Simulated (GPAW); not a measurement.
Consider NaMgF3 (Pm-3m).

```
Mg Na F
1.0
     3.95084    0.00000    0.00000
     0.00000    3.95084    0.00000
     0.00000    0.00000    3.95084
Mg Na F
1 1 3
Direct
  0.50000 0.50000 0.50000
  0.00000 0.00000 0.00000
  0.00000 0.50000 0.50000
  0.50000 0.00000 0.50000
  0.50000 0.50000 0.00000
```

Absorber: atom 3, with 2 Mg at 1.98 Å (linear, site symmetry 4/mmm). Method: GPAW, LDA, full core hole (charged cell), 10-atom cell with 5.6 Å between holes, 6×6×6 k points, dipole transitions, Gaussian full width 0.9 eV up to 4 eV, rising linearly to 3.5 eV at 25 eV.

**Question.** Where do the maxima of the F K edge fall?

Main maxima up to 24 eV above the zero (height): 5.0 eV (1.71), 7.7 eV (2.38) and 18.2 eV (1.09). A K edge sees empty p states on the absorber. The total-energy difference plus the lowest empty eigenvalue puts the zero at 689.86 eV. One term is added: -9.89 eV, since the hole is spin-paired here and a spin-polarised one costs that much less in the free atom (computed apart). The photon energy is then 679.97 eV. The functional and the charged cell's background leave an error in such absolute values: in the free atom LDA prices this hole 4.7 eV below PBE (computed apart), and PBE is itself good to a few eV.

The F K spectrum (energy from the lowest empty level; intensity scaled to a mean of 1 over the first 20 eV):

```
E (eV)  intensity
 -2.00       0.00
 -1.25       0.00
 -0.50       0.00
  0.25       0.02
  1.00       0.09
  1.75       0.20
  2.50       0.37
  3.25       0.91
  4.00       1.48
  4.75       1.69
  5.50       1.66
  6.25       1.69
  7.00       2.14
  7.75       2.37
  8.50       1.96
  9.25       1.43
 10.00       1.36
 10.75       1.11
 11.50       0.69
 12.25       0.41
 13.00       0.31
 13.75       0.29
 14.50       0.35
 15.25       0.50
 16.00       0.72
 16.75       0.92
 17.50       1.05
 18.25       1.09
 19.00       1.03
 19.75       0.91
 20.50       0.80
 21.25       0.73
 22.00       0.71
 22.75       0.75
 23.50       0.80
 24.25       0.85
 25.00       0.87
 25.75       0.87
 26.50       0.87
 27.25       0.89
 28.00       0.95
 28.75       1.06
 29.50       1.19
 30.25       1.32
 31.00       1.41
 31.75       1.44
```

The holes are only 5.6 Å apart, so the shape is probably not converged with cell size; no larger cell was run here. The mesh is coarse (0.27 Å⁻¹ between points), so small maxima may be mesh ripples. The structure is a computed Materials Project entry and may be a hypothetical form.

[Banner, clock and machine lines of the logs are left out without a mark of their own.]

[Logs are printed without paths, hosts, clocks, repeated set-up lines and the standing remarks that a program may print on its own settings, such as how far it seeks lower states.]

[Hosts, paths, dates, database ids (printed as entryN), source tags and the programs' standing remarks are cut or masked in the printed files.]

[Lists of maxima count a maximum above −3 eV only where it reaches 4 % of the highest in the window and stands out from its surroundings by 2 % of it (1.5 % where it reaches 55 %); shoulders and weaker maxima are passed over, and of the rest the first, up to two pre-edge ones and the few strongest are named.]
